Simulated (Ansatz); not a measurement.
# Static equation of state of glassy 72SiO2-16K2O-12SrO (mol %) (92 atoms)

Density of this cell: 2.40 g/cm³. The cell holds 92 atoms: 23 Si, 10 K, 4 Sr and 55 O. Cell: a = 11.872 Å, b = 11.289 Å, c = 11.683 Å, α = 90.0°, β = 90.8°, γ = 90.5°. The starting structure: 92 atoms (23 Si, 10 K, 4 Sr, 55 O) placed at random at 2.62 g/cm³, melted at 4000 K for 10 ps at fixed volume with the Morse and Coulomb pair potential with partial charges (Pedone, Malavasi, Menziani, Cormack and Segre, J. Phys. Chem. B 110, 11780 (2006)). Quenched from 1500 K to 300 K at 50 K/ps and fixed volume, held 10 ps at zero pressure, then minimised at fixed cell.

Calculated with Ansatz 0.2.0: Kohn-Sham DFT, revPBE, PAW (set soft_2), plane waves; cutoff 420 eV, Γ point, fixed occupations. Cell and atoms were relaxed first, to V0 = 17.017 Å³ an atom at a residual P0 = 0.010 GPa. The cell was then scaled evenly, and the atoms were relaxed at each volume.

```
volume (Å³/atom)  pressure (GPa)
          15.996           2.611
          16.507               ?
          17.528         -0.7230
          18.038          -1.360
```

Task: Fit the third-order Birch–Murnaghan equation to the rows given and interpolate to the withheld row.

Worked fit:

Take the Eulerian strain f = ½[(V0/V)^(2/3) − 1] and the normalised pressure F = (P − P0) / [3f(1 + 2f)^(5/2)]. The third-order Birch–Murnaghan equation is then the line F = B0 + (3/2)B0(B′ − 4) f, so u = f and v = F.

| u = f | v = F (GPa) |
| --- | --- |
| 0.0210567 | 37.1356 |
| -0.00975640 | 26.3114 |
| -0.0190508 | 26.4231 |

With n = 3: mean u = -0.00258351, mean v = 29.9567, Σ(u − ū)² = 8.815e-4, Σ(u − ū)(v − v̄) = 0.25405. Slope b = 0.25405 / 8.815e-4 = 288.21; intercept a = v̄ − b ū = 30.701.

So B0 = a = 30.7 GPa and B′ = 4 + 2b/(3a) = 10.3. At the withheld volume f = 0.01026, F = a + b f = 33.66 GPa, and P = P0 + 3f(1 + 2f)^(5/2) F.

Prediction at 16.507: 1.100 GPa. The run gave 1.312 GPa, so the fit is low by 0.21 GPa (16 % of the value).

The series isn't one smooth equation of state: even a line fitted to all rows, the withheld one included, misses F by up to 10.7 %, the count of bonds changes along the series, an atom moves over 0.5 Å in some relaxation and a scaled cell ends below the relaxed one in energy. B0 and B′ are then only the numbers of this fit, not moduli of the material. Among the rows given, the largest miss of the fit is at 18.038, by 0.063 GPa (1.6 % of the range of the table).

Limits: Static cells at zero temperature; the cell shape is held. The program notes that the SCF threshold of these relaxations is loose for the stress. The quench rate of 50 K/ps is many orders above laboratory rates, so the cell is likely richer in defects and strain than a real sample. The network of bonds at the start is that of the classical potential that made the cell, and needn't be the one that DFT or experiment would give. Only the Γ point is sampled, in a cell whose shortest periodic width is 11 Å.

[Logs are printed without paths, hosts, clocks, repeated set-up lines and the standing remarks that a program may print on its own settings, such as how far it seeks lower states.]

[Hosts, paths, dates, database ids (printed as entryN), source tags and the programs' standing remarks are cut or masked in the printed files.]
